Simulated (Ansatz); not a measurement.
## Na on Rh(111): change of the work function: the clean slab

Ansatz 0.2.0; plane-wave DFT, PBE, Ansatz PAW.

input.yaml reads:

```yaml
crystal:
  lattice:
    - [2.6870057685, 0.0, 0.0]
    - [1.3435028843, 2.3270152556, 0.0]
    - [0.0, 0.0, 24.5817930688]
  atoms:
    - { symbol: Rh, position: [0.0, 0.0, 0.3661246344] }
    - { symbol: Rh, position: [0.3333333333, 0.3333333333, 0.4553748781] }
    - { symbol: Rh, position: [0.6666666667, 0.6666666667, 0.5446251219] }
    - { symbol: Rh, position: [0.0, 0.0, 0.6338753656] }
kpoints:
  mp_grid: { grid: [12, 12, 1] }
hamiltonian:
  xc: pbe
scf:
  occupations: { method: fermi_dirac, width: 0.1 }
  convergence: { dr2_threshold: 1.0e-08 }
efield:
  axis: 3
  dipole_correction: true
  ramp_position: 0.97
  ramp_width: 0.06
relax:
  f_tol: 0.02
  max_steps: 60
  constraints: [{ sites: [0, 1] }]
output:
  write_potential: true
  write_density: true
  volumetric_format: npy
```

Launch:

```bash
> ansatz run input.yaml --threads 4 --pin off --max-ram 16384MiB --backend cpu --events-out ev --progress --plain --runs-dir out
```

Q: Predict the work function, upper face; and electron's electrostatic potential energy less the Fermi level against z.

In the vacuum the potential turns flat, and its height over the Fermi level, 5.17 eV, is the work function of the face beside that plateau.

Forces are held to the 6 operations that the program found; a distortion that breaks them can't arise in this run.

Step by step:

```tsv
step	energy less that of the first step (eV)	largest force component (eV/Å)
1	0.0000	0.0350
2	-0.0001	0.0224
3	-0.0001	0.0004
```

Final coordinates:

```xyz
4
Lattice="2.6870 0.0000 0.0000 1.3435 2.3270 0.0000 0.0000 0.0000 24.5818" Properties=species:S:1:pos:R:3
Rh    0.0000    0.0000    9.0000
Rh    1.3435    0.7757   11.1939
Rh    2.6870    1.5513   13.3841
Rh    0.0000    0.0000   15.5738
```

Read from the output:

```
work function, upper face : 5.167 eV
dipole along the normal   : 6.10e-5 e·Å
```

Running mean over 2.194 Å of the planar mean; the ramp of the sawtooth is left out. The electron's electrostatic potential energy less the Fermi level by z:

```tsv
z (Å)	electron's electrostatic potential energy less the Fermi level (eV)
3.5	5.17
4.0	5.17
4.5	5.17
5.0	5.16
5.5	5.15
6.0	5.10
6.5	4.90
7.0	4.16
7.5	0.989
8.0	-5.57
8.5	-11.0
9.0	-12.7
9.5	-13.0
10.0	-13.1
10.5	-13.1
11.0	-13.2
11.5	-13.3
12.0	-13.3
12.5	-13.3
13.0	-13.3
13.5	-13.2
14.0	-13.2
14.5	-13.1
15.0	-13.0
15.5	-12.8
16.0	-11.5
16.5	-6.58
17.0	0.143
17.5	3.93
18.0	4.85
18.5	5.08
19.0	5.14
19.5	5.16
20.0	5.17
20.5	5.17
21.0	5.17
21.5	5.17
```

[Long decimals in the printed logs are rounded to 6 places.]

[Logs are printed without paths, hosts, clocks, repeated set-up lines and the standing remarks that a program may print on its own settings, such as how far it seeks lower states.]

[Hosts, paths, dates, database ids (printed as entryN), source tags and the programs' standing remarks are cut or masked in the printed files.]

[Maps of the electrostatic potential energy from Ansatz leave out the sawtooth potential of an applied field or a dipole correction, so their vacuum need not be flat; planar profiles and work functions include it.]
